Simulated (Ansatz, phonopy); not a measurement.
# NaF (Villiaumite, Fm-3m): thermal expansion from first principles, part 4 of 5

Wanted: α(T), C_P(T) and B(T) of NaF (Villiaumite) in the quasi-harmonic approximation.

What experiment has found for this phase:
- volume expansion coefficient 95.1 1e-6/K and heat capacity C_P per formula unit 46.9 J/mol/K near room temperature (given in “High-Throughput Prediction of Finite-Temperature Properties using the Quasi-Harmonic Approximation”, 2016, arXiv:1603.06924)
- volume expansion coefficient 102.6 1e-6/K near room temperature (given in “Descriptors for thermal expansion in solids”, 2017, arXiv:1701.03966)

Ansatz 0.2.0; DFT LDA, scalar-relativistic, plane waves, PAW (the session's first sound run).

So far, volume expansion coefficient at 300 K (× 1e-6/K): step 7 (free-energy fit) 95.6.

## 8. The quasi-harmonic study, q-mesh 4×4×4

The study relaxes the crystal at several strains, solves the phonons on some of them and minimises the free energy at each temperature (static energy, vibrations, the electrons in a metal, and PV under a set pressure); the q-mesh sets how far the force constants reach.

This step: DFT LDA, scalar-relativistic, plane waves, PAW (Ansatz 0.2.0).

The input, input.yaml:

```yaml
crystal:
  lattice:
    - [0.0, 2.2513435, 2.2513435]
    - [2.2513435, 0.0, 2.2513435]
    - [2.2513435, 2.2513435, 0.0]
  atoms:
    - { symbol: Na, position: [0.0, 0.0, 0.0] }
    - { symbol: F, position: [0.5, 0.5, 0.5] }
kpoints:
  mp_grid: { grid: [12, 12, 12] }
hamiltonian:
  xc: lda
scf:
  occupations: { method: fixed }
  lower_state_search: "off"
output:
  eigenvalues: true
phonons:
  method: dfpt
  qmesh: [4, 4, 4]
  temperatures: { t_max: 800.0, t_step: 50 }
  thermal_expansion: {}
```

Started as:

```console
$ ansatz run input.yaml --threads 4 --pin off --max-ram 16384MiB --backend cpu --events-out ev --progress --plain --runs-dir out
```

Numbers of over 12 decimals in the logs are rounded to 6 here.

The log of the run:

```text
[...]
Crystal: 2 atoms, lattice volume = 22.822 Å³
Basis set: ecut = 487.2 eV, 537 PW (Γ), exchange–correlation on 48×48×48 points (8 copies of the dense FFT grid, shifted against one another)
Bands: 12, of which v1, the nominal top of the filled ones, is band 8 counted from 1 (7 counted from 0)
Symmetry: 48 space group operations
[...]
k-points: 72 of 1728
[...]
SCF iter   1: F=—  HF=-2263.123612 eV  |F-HF|=—  |Δ(HF+E_count)|=         —  Δρ=1.99e-2  dr2=6.26e-2  ethr=1.77e-3  ⟨swp⟩=4.7  Hψ=4207  notcnv=0  defer=138
[...]
SCF iter   8: F=-2263.099864 eV  HF=-2263.099864 eV  |F-HF|=9.09e-13  |Δ(HF+E_count)|=  2.00e-11  Δρ=1.90e-8  dr2=2.10e-14  ethr=1.00e-12  ⟨swp⟩=6.3  Hψ=4027  notcnv=0
SCF 1 converged in 8 iterations: F = -2263.099864 eV  dr2 = 2.10e-14
[...]
relax step   1: F+E_penalty+E_count = -2263.09986406 eV  Δ(F+E_penalty+E_count) = +0.000e0 eV  max|allowed force component| = 2.019e-29 eV/Å  Δτ_max = 0.0000 Å  (8 SCF iters, accepted)
SCF converged after 8 iterations
Free energy (F): -2263.099864 eV
[...]
Internal energy: -2263.099864 eV  (E = F + TS)
E sigma→0 (E₀):  -2263.099864 eV
Fermi energy:    1.252474 eV
[...]
--- Stress (GPa, compression-positive) ---
       -0.002988       0.000000       0.000000
        0.000000      -0.002988       0.000000
       -0.000000       0.000000      -0.002988
  P = ⅓ Tr σ = -0.0030 GPa (-0.030 kbar)
--- Band table (eV; the first three rows and the last of 72) ---
  k-point 0: bands = [... 4 lower, -17.2920, 1.2525, 1.2525, 1.2525, 7.7109, 20.4054, 20.4054, 20.4054]
  k-point 1: bands = [... 4 lower, -17.1567, 1.0884, 1.2310, 1.2310, 7.9821, 19.3892, 20.5318, 20.5318]
  k-point 2: bands = [... 4 lower, -16.9284, 0.6843, 1.1726, 1.1726, 8.6999, 17.8691, 20.8755, 20.8755]
  k-point 71: bands = [... 4 lower, -16.7506, 0.2433, 0.2433, 0.5784, 14.6301, 14.6301, 17.0702, 18.8063]
── thermal expansion: 3 new cells, 3 in all ──
thermal expansion: relaxation of cell 2
thermal expansion: relaxation of cell 3
── thermal expansion: 2 new cells, 5 in all ──
thermal expansion: relaxation of cell 4
thermal expansion: phonons of cell 4
thermal expansion: relaxation of cell 5
thermal expansion: phonons of cell 5
── thermal expansion: 8 new cells, 13 in all ──
thermal expansion: relaxation of cell 6
thermal expansion: relaxation of cell 7
thermal expansion: relaxation of cell 8
thermal expansion: relaxation of cell 9
thermal expansion: relaxation of cell 10
thermal expansion: relaxation of cell 11
thermal expansion: relaxation of cell 12
thermal expansion: relaxation of cell 13
thermal expansion: phonons of cell 6
thermal expansion: phonons of cell 7
thermal expansion: phonons of cell 8
thermal expansion: phonons of cell 9
thermal expansion: phonons of cell 10
--- Relaxed structure (1 steps of the walk, 1 accepted, 0 SCFs on fresh bases) ---
  F+E_penalty+E_count = -2263.09986406 eV   max|allowed force component| = 2.019e-29 eV/Å
  atoms:
    - { symbol: Na, position: [0.0, 0.0, 0.0] }
    - { symbol: F, position: [0.5, 0.5, 0.5] }
--- Thermal expansion: 13 cells in 3 rounds, 0 GPa ---
  no lower state was looked for at cell 4: scf.lower_state_search: off
  without vibrations: a 3.18382, b 3.18382, c 3.18382 Å, V 22.8209 Å³, B 61.22 GPa
  at 0 K: a 3.20151, b 3.20151, c 3.20151 Å, V 23.2032 Å³, B 58.31 GPa
  zero-point expansion: a +0.555, b +0.555, c +0.555, V +1.675 %
[...]
0.00    3.20151    3.20151    3.20151    23.2032 |    0.00    0.00    0.00    0.00 |   54.00 |     0.000     0.000 |    58.31    58.31
   100.00    3.20284    3.20284    3.20284    23.2322 |   13.25   13.25   13.25   39.75 |   75.05 |    22.133    22.005 |    57.61    57.95
   200.00    3.20955    3.20955    3.20955    23.3786 |   26.45   26.45   26.45   79.36 |   88.27 |    40.493    39.515 |    55.15    56.51
   298.15    3.21887    3.21887    3.21887    23.5829 |   32.11   32.11   32.11   96.33 |       - |    46.953    44.898 |    52.29    54.68
   350.00    3.22442    3.22442    3.22442    23.7050 |   34.26   34.26   34.26  102.78 |   99.88 |    48.923    46.248 |    50.69    53.63
   450.00    3.23610    3.23610    3.23610    23.9635 |   38.03   38.03   38.03  114.10 |  106.30 |    51.724    47.713 |    47.44    51.43
   550.00    3.24907    3.24907    3.24907    24.2527 |   42.03   42.03   42.03  126.09 |  112.78 |    54.084    48.472 |    43.95    49.03
   650.00    3.26351    3.26351    3.26351    24.5776 |   46.88   46.88   46.88  140.63 |  119.88 |    56.546    48.911 |    40.12    46.39
   750.00    3.27985    3.27985    3.27985    24.9486 |   53.37   53.37   53.37  160.11 |  128.17 |    59.546    49.187 |    35.86    43.42
   800.00    3.28895    3.28895    3.28895    25.1569 |   57.65   57.65   57.65  172.95 |  133.00 |    61.437    49.288 |    33.52    41.78
[...]
vibrations' free energy: its fit leaves 0.0002 meV an atom at the most
  the electrons' free energy at temperature is not in it: every band gap is over 0.83 eV
  free energies summed between the sampled wave vectors
[...]
the FFT grids of the static calculations differ: 24 × 24 × 24, 25 × 25 × 25
  band gaps on the cells' k-points are 5.694 to 6.638 eV
```

Elapsed: 13 min, on 4 threads of Arm Neoverse V2, shared host; peak memory 1.4 GiB; 49 min of CPU time.

This step gave:

* volume expansion coefficient at 298 K: 96.33 1e-6/K
* C_P at 298 K: 23.48 J/mol-atom/K
* entropy at 298 K: 25.11 J/mol-atom/K
* isothermal bulk modulus at 298 K: 52.29 GPa
* Grüneisen parameter at 298 K: 1.593
* principal linear expansion coefficients at 298 K: 32.11, 32.11, 32.11 1e-6/K

Strained cells of the study; zero-point energy where phonons were solved; the pressures are stresses at a fixed cutoff and can carry an offset from the finite basis. Expansion cells, by row:

```
cell  |a| (Å)  |b| (Å)  |c| (Å)  V (Å³/atom)  E - E_lowest (meV/atom)  pressure, compression positive (GPa)  gap (eV)  zero-point energy (meV/atom)
   1    3.184    3.184    3.184        11.41                        0                                -0.026     6.458                             -
   2    3.209    3.209    3.209        11.69                    1.224                                -1.409     6.319                             -
   3    3.159    3.159    3.159        11.14                    1.267                                 1.521     6.602                             -
   4    3.184    3.184    3.184        11.41                        0                                -0.039     6.457                         44.59
   5      3.2      3.2      3.2        11.59                    0.498                                -0.921     6.369                         43.52
   6    3.209    3.209    3.209        11.69                    1.207                                -1.399      6.32                         42.92
   7    3.234    3.234    3.234        11.96                    4.676                                -2.613     6.187                         41.27
   8     3.26     3.26     3.26        12.25                    10.27                                -3.693     6.058                         39.66
   9    3.286    3.286    3.286        12.54                    17.84                                 -4.65     5.934                         38.07
  10    3.311    3.311    3.311        12.84                    27.27                                -5.494     5.813                          36.5
  11    3.152    3.152    3.152        11.08                    1.972                                 1.924     6.638                             -
  12    3.168    3.168    3.168        11.24                    0.478                                 0.909     6.547                             -
  13    3.338    3.338    3.338        13.15                    38.63                                -6.246     5.694                             -
```

Quasi-harmonic; a, b, c are the run's own cell vectors. Expansion, by row:

| T (K) | a (Å) | b (Å) | c (Å) | alpha (deg) | beta (deg) | gamma (deg) | cell volume (Å³/cell) | alpha_a (1e-6/K) | alpha_b (1e-6/K) | alpha_c (1e-6/K) | alpha_V (1e-6/K) | C_P (J/mol-atom/K) | C_V (J/mol-atom/K) | S (J/mol-atom/K) | B_T (GPa) | B_S (GPa) | Grueneisen | extrapolation | fit error (1e-6/K) |
| --- | --- | --- | --- | --- | --- | --- | --- | --- | --- | --- | --- | --- | --- | --- | --- | --- | --- | --- | --- |
| 0 | 3.202 | 3.202 | 3.202 | 60 | 60 | 60 | 23.2 | 0 | 0 | 0 | 0 | 0 | 0 | 0 | 58.31 | 58.31 | - | 0 | 0 |
| 50 | 3.202 | 3.202 | 3.202 | 60 | 60 | 60 | 23.21 | 2.53 | 2.53 | 2.53 | 7.6 | 2.637 | 2.635 | 0.848 | 58.25 | 58.28 | 1.174 | 0 | 0.02 |
| 100 | 3.203 | 3.203 | 3.203 | 60 | 60 | 60 | 23.23 | 13.25 | 13.25 | 13.25 | 39.75 | 11.07 | 11 | 5.26 | 57.61 | 57.95 | 1.456 | 0 | 0.05 |
| 150 | 3.206 | 3.206 | 3.206 | 60 | 60 | 60 | 23.29 | 21.48 | 21.48 | 21.48 | 64.44 | 16.94 | 16.7 | 10.97 | 56.48 | 57.31 | 1.529 | 0 | 0.05 |
| 200 | 3.21 | 3.21 | 3.21 | 60 | 60 | 60 | 23.38 | 26.45 | 26.45 | 26.45 | 79.36 | 20.25 | 19.76 | 16.34 | 55.15 | 56.51 | 1.559 | 0 | 0.02 |
| 250 | 3.214 | 3.214 | 3.214 | 60 | 60 | 60 | 23.48 | 29.73 | 29.73 | 29.73 | 89.2 | 22.22 | 21.46 | 21.09 | 53.72 | 55.61 | 1.578 | 0 | 0.07 |
| 298.1 | 3.219 | 3.219 | 3.219 | 60 | 60 | 60 | 23.58 | 32.11 | 32.11 | 32.11 | 96.33 | 23.48 | 22.45 | 25.11 | 52.29 | 54.68 | 1.593 | 0 | 0.13 |
| 300 | 3.219 | 3.219 | 3.219 | 60 | 60 | 60 | 23.59 | 32.19 | 32.19 | 32.19 | 96.57 | 23.52 | 22.48 | 25.26 | 52.24 | 54.65 | 1.594 | 0 | 0.13 |
| 350 | 3.224 | 3.224 | 3.224 | 60 | 60 | 60 | 23.7 | 34.26 | 34.26 | 34.26 | 102.8 | 24.46 | 23.12 | 28.96 | 50.69 | 53.63 | 1.608 | 0 | 0.16 |
| 400 | 3.23 | 3.23 | 3.23 | 60 | 60 | 60 | 23.83 | 36.16 | 36.16 | 36.16 | 108.5 | 25.21 | 23.55 | 32.28 | 49.1 | 52.55 | 1.623 | 0 | 0.14 |
| 450 | 3.236 | 3.236 | 3.236 | 60 | 60 | 60 | 23.96 | 38.03 | 38.03 | 38.03 | 114.1 | 25.86 | 23.86 | 35.28 | 47.44 | 51.43 | 1.637 | 0 | 0.07 |
| 500 | 3.242 | 3.242 | 3.242 | 60 | 60 | 60 | 24.1 | 39.96 | 39.96 | 39.96 | 119.9 | 26.46 | 24.07 | 38.04 | 45.73 | 50.26 | 1.653 | 0 | 0.14 |
| 550 | 3.249 | 3.249 | 3.249 | 60 | 60 | 60 | 24.25 | 42.03 | 42.03 | 42.03 | 126.1 | 27.04 | 24.24 | 40.59 | 43.95 | 49.03 | 1.67 | 0 | 0.26 |
| 600 | 3.256 | 3.256 | 3.256 | 60 | 60 | 60 | 24.41 | 44.31 | 44.31 | 44.31 | 132.9 | 27.64 | 24.36 | 42.97 | 42.08 | 47.74 | 1.688 | 0 | 0.3 |
| 650 | 3.264 | 3.264 | 3.264 | 60 | 60 | 60 | 24.58 | 46.88 | 46.88 | 46.88 | 140.6 | 28.27 | 24.45 | 45.2 | 40.12 | 46.39 | 1.708 | 0 | 0.15 |
| 700 | 3.271 | 3.271 | 3.271 | 60 | 60 | 60 | 24.76 | 49.85 | 49.85 | 49.85 | 149.6 | 28.97 | 24.53 | 47.33 | 38.06 | 44.95 | 1.729 | 0 | 0.42 |
| 750 | 3.28 | 3.28 | 3.28 | 60 | 60 | 60 | 24.95 | 53.37 | 53.37 | 53.37 | 160.1 | 29.77 | 24.59 | 49.35 | 35.86 | 43.42 | 1.754 | 0 | 0.99 |
| 800 | 3.289 | 3.289 | 3.289 | 60 | 60 | 60 | 25.16 | 57.65 | 57.65 | 57.65 | 172.9 | 30.72 | 24.64 | 51.3 | 33.52 | 41.78 | 1.782 | 0 | 0.92 |

Table of expansion coefficient by temperature; values in 1e-6/K:

| temperature (K) | volume | principal 1 |
| --- | --- | --- |
| 0 | 0 | 0 |
| 50 | 7.6 | 2.53 |
| 100 | 39.8 | 13.2 |
| 150 | 64.4 | 21.5 |
| 200 | 79.4 | 26.4 |
| 250 | 89.2 | 29.7 |
| 298 | 96.3 | 32.1 |
| 300 | 96.6 | 32.2 |
| 350 | 103 | 34.3 |
| 400 | 108 | 36.2 |
| 450 | 114 | 38.0 |
| 500 | 120 | 40.0 |
| 550 | 126 | 42.0 |
| 600 | 133 | 44.3 |
| 650 | 141 | 46.9 |
| 700 | 150 | 49.9 |
| 750 | 160 | 53.4 |
| 800 | 173 | 57.6 |

Changing the q-mesh (2×2×2 → 4×4×4) takes the volume expansion at 298 K from 95.6 to 96.3 × 10⁻⁶/K and B_T from 52.4 to 52.3 GPa.

## 9. Free-energy fit

This step: DFT LDA, scalar-relativistic, plane waves, PAW (phonopy 4.10.0).

Numbers from this step:

```
volume expansion coefficient at 300 K : 96.32 1e-6/K
isothermal bulk modulus at 300 K      : 52.23 GPa
C_P at 300 K                          : 23.57 J/mol-atom/K
Grüneisen parameter at 300 K          : 1.59
```

Table of energy (each curve on its own zero) by volume; values in meV/atom:

```
volume (Å³/atom)  static  F at 0 K  F at 300 K  F at 800 K
          11.413       0      3.66        7.33        18.0
          11.585     0.5      3.09        5.82        13.6
          11.685    1.21      3.19        5.36        11.5
          11.963    4.68      5.02        5.58           7
          12.248    10.3      8.99        7.84        4.37
          12.540    17.8      15.0        12.0        3.41
          12.838    27.3      22.8        17.8        3.93
```

Phonopy-qha, vinet fit of F(V) at each temperature. Qha vinet, by row:

```
T (K)  fitted volume (Å³/atom)  alpha_V (1e-6/K)  B_T (GPa)  C_P (J/mol-atom/K)  Grueneisen
  100                    11.62             38.21      57.58               10.59       1.399
  150                    11.65             62.81      56.47               16.79        1.49
  200                    11.69             78.49      55.15               20.24       1.542
  250                    11.74             88.73      53.73               22.26        1.57
  300                    11.79             96.32      52.23               23.57        1.59
  350                    11.85             102.7      50.67               24.51       1.606
  400                    11.92             108.5      49.05               25.26       1.622
  450                    11.98             114.3      47.37                25.9       1.637
  500                    12.05             120.2      45.63                26.5       1.654
  550                    12.13             126.6      43.83               27.08       1.672
  600                    12.21             133.5      41.97               27.68       1.691
  650                    12.29             141.2      40.05               28.31       1.712
  700                    12.38               150      38.05               29.01       1.734
  750                    12.48               160      35.99               29.79       1.759
```

Table of volume expansion coefficient by temperature; values in 1e-6/K:

```
temperature (K)  phonopy-qha, Vinet  Ansatz's own study
            100                38.2                39.8
            150                62.8                64.4
            200                78.5                79.4
            250                88.7                89.2
            300                96.3                96.6
            350                 103                 103
            400                 109                 108
            450                 114                 114
            500                 120                 120
            550                 127                 126
            600                 134                 133
            650                 141                 141
            700                 150                 150
            750                 160                 160
```

The fit gives a volume expansion of 96.3 × 10⁻⁶/K at 300 K, against 96.3 at 298 K from the study itself, whose static fit uses more cells.

[end of part 4 of 5]

[Logs are printed without paths, hosts, clocks, repeated set-up lines and the standing remarks that a program may print on its own settings, such as how far it seeks lower states.]

[Hosts, paths, dates, database ids (printed as entryN), source tags and the programs' standing remarks are cut or masked in the printed files.]

[A step with changed settings may run another functional than the one named; its input shows which.]
